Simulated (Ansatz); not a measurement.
# 4-layer 1T-PtTe2 (AA) in a perpendicular field

Wanted: the out-of-plane response of the 4-layer 1T-PtTe2 (AA). A positive field points along +c.

Main program and level: Ansatz 0.2.0; plane-wave DFT, PBE-D3(BJ), Ansatz PAW (set soft_1); PAW set soft_1.

## (1) Starting point

The cell holds 12 atoms: 8 Te and 4 Pt. Its edges and angles: a = 4.020 Å, b = 4.020 Å, c = 70.393 Å, α = 90.0°, β = 90.0°, γ = 120.0°. Regions: layer 1: 1T-PtTe2, 3 atoms (2 Te and 1 Pt); layer 2: 1T-PtTe2, 3 atoms (2 Te and 1 Pt); layer 3: 1T-PtTe2, 3 atoms (2 Te and 1 Pt); layer 4: 1T-PtTe2, 3 atoms (2 Te and 1 Pt). Vacuum lies along c.

## (2) Relaxation

The starting cell is a guess, so the in-plane lattice and the atoms are relaxed first, with the slab cut off from its images along the normal.

Contents of input.yaml:

```yaml
crystal:
  lattice:
    - [4.02, 0.0, 0.0]
    - [-2.01, 3.4814221232, 0.0]
    - [0.0, 0.0, 70.393307106]
  atoms:
    - { symbol: Te, position: [0.6666666667, 0.3333333333, 0.3601194637] }
    - { symbol: Pt, position: [0.0, 0.0, 0.3775098015] }
    - { symbol: Te, position: [0.3333333333, 0.6666666667, 0.3949001392] }
    - { symbol: Te, position: [0.6666666667, 0.3333333333, 0.441779596] }
    - { symbol: Pt, position: [0.0, 0.0, 0.4591699338] }
    - { symbol: Te, position: [0.3333333333, 0.6666666667, 0.4765602716] }
    - { symbol: Te, position: [0.6666666667, 0.3333333333, 0.5234397284] }
    - { symbol: Pt, position: [0.0, 0.0, 0.5408300662] }
    - { symbol: Te, position: [0.3333333333, 0.6666666667, 0.558220404] }
    - { symbol: Te, position: [0.6666666667, 0.3333333333, 0.6050998608] }
    - { symbol: Pt, position: [0.0, 0.0, 0.6224901985] }
    - { symbol: Te, position: [0.3333333333, 0.6666666667, 0.6398805363] }
  periodic: [true, true, false]
kpoints:
  mp_grid: { grid: [12, 12, 1] }
hamiltonian:
  xc: pbe
  dispersion: d3bj
  pseudopotentials: { kind: paw, azcp: { folder: soft_1 } }
scf:
  occupations: { method: fermi_dirac, width: 0.05 }
  convergence: { dr2_threshold: 1.0e-09 }
relax:
  f_tol: 0.004
  max_steps: 90
  cell: {}
output:
  write_potential: true
  write_density: true
  volumetric_format: npy
```

On the command line:

```sh
ansatz run input.yaml --threads 4 --pin off --max-ram 12288MiB --backend cpu --events-out ev --progress --plain --runs-dir out
```

Numbers of over 12 decimals in the logs are rounded to 6 here.

What it wrote:

```text
Warning: relax.cell: scf.convergence.dr2_threshold = 1e-9 eV is looser than the 1.36101874331e-10 eV advised for a relaxation that steers and ends on the stress (1e-10 eV for each atom of the cell: 12, times the square of relax.cell.stress_2d_tol = 0.05 N/m over 29.7 Å (the atoms' height at the walk's start and 5 Å past either face), 1.684e-2 GPa, over a crystal's default 0.05). What an SCF threshold leaves in a stress goes as its square root, and in the free energy as the threshold itself, and one threshold admits the most on a small cell: [figures from the program's tests cut] Set scf.convergence.dr2_threshold to 1.36101874331e-10 eV or tighter. [rest of the remark cut]
Engine: ansatz 0.2.0, x86_64-unknown-linux-gnu
Pseudopotentials: kind: paw
Pseudopotential: Te, paw, valence charge 16, recommended cutoff 420 eV (normal), soft_1/Te.paw.azcp
Pseudopotential: Pt, paw, valence charge 18, recommended cutoff 420 eV (normal), soft_1/Pt.paw.azcp
Functional definition: PBE
  parameter kappa = 0.804
  parameter beta = 0.066725
  exchange = pbe_x(kappa = kappa, mu = beta*pi^2/3)
  correlation = pbe_c(beta = beta)
Crystal: 12 atoms, lattice volume = 985.177 Å³
Basis set: ecut = 420 eV, 19339 PW (Γ), exchange–correlation on 54×54×960 points (8 copies of the dense FFT grid, shifted against one another)
Bands: 120, of which v1, the nominal top of the filled ones, is band 100 counted from 1 (99 counted from 0)
Symmetry: 12 space group operations
Space group: P-3m1 (ITA 164), of the structure as read, at distance tolerance 1.0e-4 Å
k-points: 19 of 144
Non-local potential: Te, projectors of the file, l = 0: 2, l = 1: 2, l = 2: 2, l = 3: 1
Non-local potential: Pt, projectors of the file, l = 0: 3, l = 1: 2, l = 2: 2, l = 3: 1
PAW form: soft (Blöchl's): semilocal exchange-correlation on the pseudo side does not see the compensation charge
PAW one-centre angular grid: Te, 590 points (default); XC on 64 Gauss nodes
PAW one-centre angular grid: Pt, 590 points (default); XC on 64 Gauss nodes
Initial density: superposition of atomic densities (neutral atoms: chi_scale 0, normalization atom)
Initial wavefunctions: pseudopotential atomic-orbital guess
Functional: x = pbe(κ = 0.804, μ = 0.219515), c = pbe(β = 0.066725)
SCF iter   1: F=—  HF=-105949.567175 eV  |F-HF|=—  |Δ(HF+E_count)|=         —  Δρ=3.12e-2  dr2=8.99e0  ethr=3.10e-3  ⟨swp⟩=14.1  Hψ=13572  notcnv=0  defer=52
preconditioner: auto → LDOS  [metal: Δε(μ)=0.137 eV  Ē_g=8.905 eV  σ=0.050 eV  W_gap=0.45  n_scr=184 (ndim 8)  ℏωp=11.1 eV  f_vac=0.668  D(μ)=1.47/eV (n_scr^D=10)  β→1.0]
SCF iter   2: F=—  HF=-105953.768143 eV  |F-HF|=—  |Δ(HF+E_count)|=    4.20e0  Δρ=4.11e-2  dr2=3.00e1  ethr=3.10e-3  ⟨swp⟩=4.7  Hψ=6525  notcnv=0  defer=168  recentre
SCF iter   3: F=—  HF=-105948.066085 eV  |F-HF|=—  |Δ(HF+E_count)|=    5.70e0  Δρ=9.31e-3  dr2=6.67e-1  ethr=3.10e-3  ⟨swp⟩=4.0  Hψ=5787  notcnv=0  defer=148
SCF iter   4: F=—  HF=-105947.972627 eV  |F-HF|=—  |Δ(HF+E_count)|=   9.35e-2  Δρ=1.86e-3  dr2=8.95e-2  ethr=3.33e-4  ⟨swp⟩=3.5  Hψ=4702  notcnv=0  defer=158
SCF iter   5: F=—  HF=-105947.958596 eV  |F-HF|=—  |Δ(HF+E_count)|=   1.40e-2  Δρ=3.57e-4  dr2=3.07e-3  ethr=4.48e-5  ⟨swp⟩=4.0  Hψ=4290  notcnv=0  defer=158
SCF iter   6: F=—  HF=-105947.958285 eV  |F-HF|=—  |Δ(HF+E_count)|=   3.12e-4  Δρ=1.25e-4  dr2=6.25e-4  ethr=1.53e-6  ⟨swp⟩=3.9  Hψ=4970  notcnv=0  defer=158
SCF iter   7: F=—  HF=-105947.958407 eV  |F-HF|=—  |Δ(HF+E_count)|=   1.22e-4  Δρ=6.58e-5  dr2=7.33e-5  ethr=3.13e-7  ⟨swp⟩=2.3  Hψ=2989  notcnv=0  defer=158
SCF iter   8: F=—  HF=-105947.958437 eV  |F-HF|=—  |Δ(HF+E_count)|=   2.97e-5  Δρ=1.49e-5  dr2=3.57e-6  ethr=3.67e-8  ⟨swp⟩=3.0  Hψ=3676  notcnv=0  defer=158
SCF iter   9: F=—  HF=-105947.958667 eV  |F-HF|=—  |Δ(HF+E_count)|=   2.31e-4  Δρ=5.98e-6  dr2=4.92e-7  ethr=1.78e-9  ⟨swp⟩=3.0  Hψ=4954  notcnv=0  defer=158
SCF iter  10: F=—  HF=-105947.958667 eV  |F-HF|=—  |Δ(HF+E_count)|=   2.15e-7  Δρ=1.89e-6  dr2=7.31e-8  ethr=2.46e-10  ⟨swp⟩=3.7  Hψ=4854  notcnv=0  defer=158
SCF iter  11: F=—  HF=-105947.958667 eV  |F-HF|=—  |Δ(HF+E_count)|=   1.06e-8  Δρ=4.96e-7  dr2=2.86e-9  ethr=3.66e-11  ⟨swp⟩=3.1  Hψ=3940  notcnv=0  defer=158
SCF iter  12: F=-105947.958668 eV  HF=-105947.958668 eV  |F-HF|=8.40e-9  |Δ(HF+E_count)|=   3.48e-8  Δρ=1.83e-7  dr2=3.11e-10  ethr=1.00e-12  ⟨swp⟩=12.6  Hψ=17576  notcnv=0
SCF 1 converged in 12 iterations: F = -105947.958668 eV  dr2 = 3.11e-10
  greatest PAW one-centre occupation: 1.000 electrons in one spin orbital (limit 2), on the Pt atom at site 7 (counted from 0), in its partial waves of l = 0
relax step   1: F+E_penalty+E_count = -105947.95866754 eV  Δ(F+E_penalty+E_count) = +0.000e0 eV  max|allowed force component| = 2.077e0 eV/Å  Δτ_max = 0.0000 Å  P = +16.881 N/m  Ω = 985.177 Å³  fix = [c, alpha, beta]  reactions: c +0.000 N/m  (12 SCF iters, accepted)
Crystal: 12 atoms, lattice volume = 1001.714 Å³
Basis set: ecut = 420 eV, 19567 PW (Γ), exchange–correlation on 54×54×960 points (8 copies of the dense FFT grid, shifted against one another)
Initial density: handed on by an earlier stage of this run
Initial wavefunctions: those handed on with the density
iter 1 solved again at ethr=1.48e-4 eV; its pass at ethr=3.10e-3 eV (dr2=2.96e-1 eV) is discarded
SCF iter   1: F=—  HF=-105949.239368 eV  |F-HF|=—  |Δ(HF+E_count)|=         —  Δρ=5.66e-3  dr2=3.08e-1  ethr=1.48e-4  ⟨swp⟩=6.2  Hψ=15381  notcnv=0  defer=4
preconditioner: auto → LDOS  [metal: Δε(μ)=0.017 eV  Ē_g=8.402 eV  σ=0.050 eV  W_gap=0.08  n_scr=184 (ndim 8)  ℏωp=11.0 eV  f_vac=0.664  D(μ)=5.15/eV (n_scr^D=20)  β→1.0]
SCF iter   2: F=—  HF=-105949.228467 eV  |F-HF|=—  |Δ(HF+E_count)|=   1.09e-2  Δρ=2.43e-3  dr2=1.45e-1  ethr=1.48e-4  ⟨swp⟩=5.2  Hψ=6141  notcnv=0  defer=36
SCF iter   3: F=—  HF=-105949.202952 eV  |F-HF|=—  |Δ(HF+E_count)|=   2.55e-2  Δρ=7.37e-4  dr2=1.26e-2  ethr=7.26e-5  ⟨swp⟩=3.8  Hψ=4898  notcnv=0  defer=74
SCF iter   4: F=—  HF=-105949.200021 eV  |F-HF|=—  |Δ(HF+E_count)|=   2.93e-3  Δρ=1.72e-4  dr2=1.00e-3  ethr=6.29e-6  ⟨swp⟩=3.3  Hψ=4662  notcnv=0  defer=98
SCF iter   5: F=—  HF=-105949.200040 eV  |F-HF|=—  |Δ(HF+E_count)|=   1.88e-5  Δρ=5.00e-5  dr2=1.16e-4  ethr=5.01e-7  ⟨swp⟩=3.1  Hψ=3798  notcnv=0  defer=98
SCF iter   6: F=—  HF=-105949.200039 eV  |F-HF|=—  |Δ(HF+E_count)|=   1.29e-6  Δρ=1.94e-5  dr2=3.85e-5  ethr=5.80e-8  ⟨swp⟩=3.0  Hψ=3976  notcnv=0  defer=102
SCF iter   7: F=—  HF=-105949.200063 eV  |F-HF|=—  |Δ(HF+E_count)|=   2.49e-5  Δρ=8.25e-6  dr2=2.39e-6  ethr=1.92e-8  ⟨swp⟩=2.7  Hψ=3179  notcnv=0  defer=102
[...]
relax step  11: F+E_penalty+E_count = -105949.72097450 eV  Δ(F+E_penalty+E_count) = -1.014e-5 eV  max|allowed force component| = 1.110e-3 eV/Å  Δτ_max = 0.0025 Å  P = +0.002 N/m  Ω = 991.854 Å³  energy of the carried Pulay correction = -6.330e-4 eV  fix = [c, alpha, beta]  reactions: c +0.000 N/m  (7 SCF iters, accepted)
Initial wavefunctions: pseudopotential atomic-orbital guess (no wavefunctions were taken with the density)
iter 1 solved again at ethr=5.71e-7 eV; its pass at ethr=3.10e-3 eV (dr2=1.14e-3 eV) is discarded
SCF iter   1: F=—  HF=-105949.717248 eV  |F-HF|=—  |Δ(HF+E_count)|=         —  Δρ=6.33e-5  dr2=9.86e-7  ethr=5.71e-7  ⟨swp⟩=6.7  Hψ=23860  notcnv=0
eigensolver tolerance schedule: the retry pair's looser diagonalisation over-reported the residual by 1157.05 of it (diagonalisation noise at 0.27 of the residual, at the tolerance the schedule requests for it); recorded, not acted on — ethr = c·dr2/N_el stays at c = 1.0e-1
preconditioner: auto → LDOS  [metal: Δε(μ)=0.056 eV  Ē_g=8.686 eV  σ=0.050 eV  W_gap=0.26  n_scr=184 (ndim 8)  ℏωp=11.1 eV  f_vac=0.692  D(μ)=5.27/eV (n_scr^D=20)  β→1.0]
SCF iter   2: F=—  HF=-105949.721500 eV  |F-HF|=—  |Δ(HF+E_count)|=   4.25e-3  Δρ=2.51e-6  dr2=1.97e-7  ethr=4.93e-10  ⟨swp⟩=5.8  Hψ=9436  notcnv=0  defer=12
SCF iter   3: F=—  HF=-105949.721497 eV  |F-HF|=—  |Δ(HF+E_count)|=   2.79e-6  Δρ=1.03e-6  dr2=2.35e-8  ethr=9.86e-11  ⟨swp⟩=3.0  Hψ=4583  notcnv=0  defer=13
SCF iter   4: F=—  HF=-105949.721501 eV  |F-HF|=—  |Δ(HF+E_count)|=   4.22e-6  Δρ=5.01e-7  dr2=5.41e-9  ethr=1.18e-11  ⟨swp⟩=3.3  Hψ=4655  notcnv=0  defer=13
iter 5 met the thresholds in force, and the SCF goes on: an eigenvalue changes by 5.80 meV, over its tolerance of 1.06 meV (output.eigenvalues, Limitations)
SCF iter   5: F=-105949.721502 eV  HF=-105949.721501 eV  |F-HF|=1.54e-7  |Δ(HF+E_count)|=   1.68e-8  Δρ=1.78e-7  dr2=3.66e-10  ethr=1.00e-12  ⟨swp⟩=29.7  Hψ=22770  notcnv=0
iter 6 met the thresholds in force, and the SCF goes on: an eigenvalue changes by 1.16 meV, over its tolerance of 1.02 meV (output.eigenvalues, Limitations)
SCF iter   6: F=-105949.721502 eV  HF=-105949.721502 eV  |F-HF|=3.80e-8  |Δ(HF+E_count)|=   1.15e-7  Δρ=4.13e-8  dr2=2.96e-11  ethr=1.00e-12  ⟨swp⟩=15.6  Hψ=14722  notcnv=0
Mixer restart at iter 6: flushing history
SCF iter   7: F=-105949.721502 eV  HF=-105949.721502 eV  |F-HF|=5.15e-9  |Δ(HF+E_count)|=   4.07e-8  Δρ=1.50e-7  dr2=6.36e-9  ethr=1.00e-12  ⟨swp⟩=1.7  Hψ=2294  notcnv=0  κ⁻¹=1.0e0(r=1)
SCF iter   8: F=-105949.721502 eV  HF=-105949.721502 eV  |F-HF|=2.33e-10  |Δ(HF+E_count)|=   1.86e-9  Δρ=6.51e-8  dr2=9.59e-10  ethr=1.00e-12  ⟨swp⟩=11.6  Hψ=14023  notcnv=0
SCF 12 converged in 8 iterations: F = -105949.721502 eV  dr2 = 9.59e-10
relax step  12: F+E_penalty+E_count = -105949.72150156 eV  Δ(F+E_penalty+E_count) = -5.271e-4 eV  max|allowed force component| = 1.107e-3 eV/Å  Δτ_max = 0.0000 Å  P = -0.013 N/m  Ω = 991.854 Å³  fix = [c, alpha, beta]  reactions: c -0.000 N/m  stress off target by 1.29e-2 N/m on what of the cell is left free  SCF on the basis re-selected at this cell (its energy is not comparable with the rows above)  (8 SCF iters)
basis re-selected at this cell: Δ(F+E_penalty+E_count) = -5.271e-4 eV, ΔP = -0.015 N/m vs the last step (what re-selecting the basis moved, of the pressure what is left beyond the Pulay correction that the steps carried, after the strain that the cell walked since its last selection, with what the two solves' SCF thresholds leave and, on support functions, any second-order correction that the steps lacked; it is no m [...]
WARN: The output density's exchange-correlation potential varies sharply where the density is thin. Do not read a vacuum level from v_tot or v_xc, or from such a field of the output density. On a cell that repeats whose density bears no net charge and no dipole along the vacuum's axis use v_es (v_loc + v_h of the components); under efield.dipole_correction with no amplitude use v_es + v_field, which holds any externa [...]
SCF converged after 8 iterations
an eigenvalue changed by more than its tolerance at an iteration that met the thresholds in force, so the SCF went on 2 times, its first undamped step at iteration 6: the last check found none over its tolerance
Free energy (F): -105949.721502 eV
Harris-Foulkes:  -105949.721502 eV  (|F-HF|=2.33e-10)
Internal energy: -105949.679246 eV  (E = F + TS)
E sigma→0 (E₀):  -105949.700374 eV
Entropy (-TS):   -0.042255 eV (-3.521 meV/atom)
Fermi energy:    -4.373707 eV
--- Per-component energies (eV) ---
  E_band       = -6415.669230
  E_kinetic    = 3771.249625
  E_local      = -2806177.637647  (includes V_loc(G=0)·N_el)
  E_nonlocal   = 1336.393998
  E_hartree    = 1400496.623046
  E_xc         = -1913.782382
  E_vxc        = -1907.325988  (∫ρ·V_xc dr)
  E_paw        = -75301.813687  (= ΣΔE_a)
  E_vpaw       = -4431.639514  (= ΣTr[D̂ρ^β])
  E_aug_tail   = 0.004973  (compensation charges beyond the density's cutoff)
  E_ewald      = 1371845.352866
  E_disp       = -6.070037  (pairwise vdW)
  E_smearing   = -0.042255  (= −TS)
  E_closure    = -0.000000  (closes the sum)
  Σ components = -105949.721502   (vs F -105949.721502, Δ=0.00e0)
--- Forces (eV/Å), atoms counted from 1 ---
  atom   1  Te     0.00000000     0.00000000    -0.00061861
  atom   2  Pt     0.00000000    -0.00000000     0.00110750
  atom   3  Te    -0.00000000    -0.00000000    -0.00100424
  atom   4  Te     0.00000000     0.00000000    -0.00000231
  atom   5  Pt     0.00000000    -0.00000000     0.00012007
  atom   6  Te    -0.00000000     0.00000000    -0.00028148
  atom   7  Te     0.00000000    -0.00000000     0.00028148
  atom   8  Pt    -0.00000000     0.00000000    -0.00012007
  atom   9  Te    -0.00000000    -0.00000000     0.00000231
  atom  10  Te     0.00000000     0.00000000     0.00100424
  atom  11  Pt     0.00000000     0.00000000    -0.00110750
  atom  12  Te    -0.00000000     0.00000000     0.00061861
  max |Σ_I F_I| component: 4.63e-18 eV/Å
--- 2D stress c σ (N/m, compression-positive) ---
       -0.012871      -0.000000       0.000000
        0.000000      -0.012871       0.000000
        0.000000       0.000000      -0.000000
  P = ½ c Tr σ = -0.0129 N/m
--- Band table (eV; the first three rows and the last of 19) ---
  k-point 0: bands = [... 96 lower, -4.8397, -4.8397, -4.0660, -3.3636, -3.3636, -3.2029, -2.9217, -2.9217, ... 16 higher]
  k-point 1: bands = [... 96 lower, -4.8641, -4.4024, -4.1667, -3.7561, -3.5052, -3.3520, -3.0161, -3.0006, ... 16 higher]
  k-point 2: bands = [... 96 lower, -5.1701, -5.0195, -4.6943, -4.1497, -3.7341, -3.6270, -3.4975, -3.1829, ... 16 higher]
  k-point 18: bands = [... 96 lower, -6.5072, -6.5072, -6.1806, -6.1806, -4.4518, -4.4518, -3.7865, -3.7865, ... 16 higher]
  the weakly bound empty levels are not read free of the cell's end (no_gap_told)
--- Relaxed structure (11 steps of the walk, 10 accepted, 1 SCFs on fresh bases) ---
  F+E_penalty+E_count = -105949.72150156 eV   max|allowed force component| = 1.107e-3 eV/Å   (the final SCF, on the basis selected at the relaxed cell)
  cell:  # Å, volume = 991.8544 Å³
    - [4.033601, 0, 0]
    - [-2.016801, 3.493201, 0]
    - [0, 0, 70.393307106]
  atoms:
    - { symbol: Te, position: [0.666667, 0.333333, 0.371171] }
    - { symbol: Pt, position: [1.7448017375610513e-17, 0, 0.390972] }
    - { symbol: Te, position: [0.333333, 0.666667, 0.410162] }
    - { symbol: Te, position: [0.666667, 0.333333, 0.444198] }
    - { symbol: Pt, position: [5.753654777869205e-18, 0, 0.463609] }
    - { symbol: Te, position: [0.333333, 0.666667, 0.483106] }
    - { symbol: Te, position: [0.666667, 0.333333, 0.516894] }
    - { symbol: Pt, position: [-5.753654777869203e-18, 0, 0.536391] }
    - { symbol: Te, position: [0.333333, 0.666667, 0.555802] }
    - { symbol: Te, position: [0.666667, 0.333333, 0.589838] }
    - { symbol: Pt, position: [-1.7448017375610525e-17, 0, 0.609028] }
    - { symbol: Te, position: [0.333333, 0.666667, 0.628829] }
```

It took 6.4 min on 4 threads of Intel Xeon Platinum 8488C (Sapphire Rapids), shared host; peak memory 3.4 GiB.

Relaxation path:

```csv
step,energy less that of the first step (eV),largest force component (eV/Å),volume (Å³)
1,0.0000,2.0766,985.18
2,-1.2416,0.4409,1001.71
3,-1.4934,0.1754,973.31
4,-1.5919,0.1136,970.77
5,-1.6855,0.1204,976.25
6,-1.7398,0.0910,983.62
7,-1.7380,0.2835,991.34
8,-1.7581,0.0303,987.92
9,-1.7619,0.0337,992.66
10,-1.7623,0.0086,991.55
11,-1.7623,0.0011,991.85
12*,-1.7628,0.0011,991.85
```

Relaxation steps marked * repeat the geometry before them on a plane-wave basis chosen anew for their cell, so energy and pressure can jump there. Relaxation step 7 was tried and not accepted.

Forces are held to the 12 operations that the run works with; a distortion that breaks them can't arise in this run.

```csv
cell as run,before,after,change
a (Å),4.020,4.034,+0.3 %
b (Å),4.020,4.034,+0.3 %
```

The atoms that moved most (Å, along periodic axes as changes of fractional coordinates times the final cell, across vacuum about the mean position):

```csv
atom,dx,dy,dz,length
Te3,0.000,0.000,1.074,1.074
Te10,0.000,0.000,-1.074,1.074
Pt2,0.000,0.000,0.948,0.948
Pt11,0.000,0.000,-0.948,0.948
Te1,0.000,0.000,0.778,0.778
Te12,0.000,0.000,-0.778,0.778
Te6,0.000,0.000,0.461,0.461
Te7,0.000,0.000,-0.461,0.461
```

Final coordinates:

```cif
data_structure
_symmetry_space_group_name_H-M 'P 1'
_symmetry_Int_Tables_number 1
_cell_length_a 4.0336
_cell_length_b 4.0336
_cell_length_c 70.3933
_cell_angle_alpha 90.000
_cell_angle_beta 90.000
_cell_angle_gamma 120.000
_cell_volume 991.85
loop_
_atom_site_label
_atom_site_type_symbol
_atom_site_fract_x
_atom_site_fract_y
_atom_site_fract_z
_atom_site_occupancy
Te1 Te 0.66667 0.33333 0.37117 1
Pt2 Pt 0.00000 0.00000 0.39097 1
Te3 Te 0.33333 0.66667 0.41016 1
Te4 Te 0.66667 0.33333 0.44420 1
Pt5 Pt 0.00000 0.00000 0.46361 1
Te6 Te 0.33333 0.66667 0.48311 1
Te7 Te 0.66667 0.33333 0.51689 1
Pt8 Pt 0.00000 0.00000 0.53639 1
Te9 Te 0.33333 0.66667 0.55580 1
Te10 Te 0.66667 0.33333 0.58984 1
Pt11 Pt 0.00000 0.00000 0.60903 1
Te12 Te 0.33333 0.66667 0.62883 1
```

Numbers from this step:

```
energy at zero smearing : -105949.7004 eV
```

The lattice constant a goes from 4.020 to 4.034 Å.

[end of part 1 of 2]

[Logs are printed without paths, hosts, clocks, repeated set-up lines and the standing remarks that a program may print on its own settings, such as how far it seeks lower states.]

[Hosts, paths, dates, database ids (printed as entryN), source tags and the programs' standing remarks are cut or masked in the printed files.]

[Maps of the electrostatic potential energy from Ansatz leave out the sawtooth potential of an applied field or a dipole correction, so their vacuum need not be flat; planar profiles and work functions include it.]
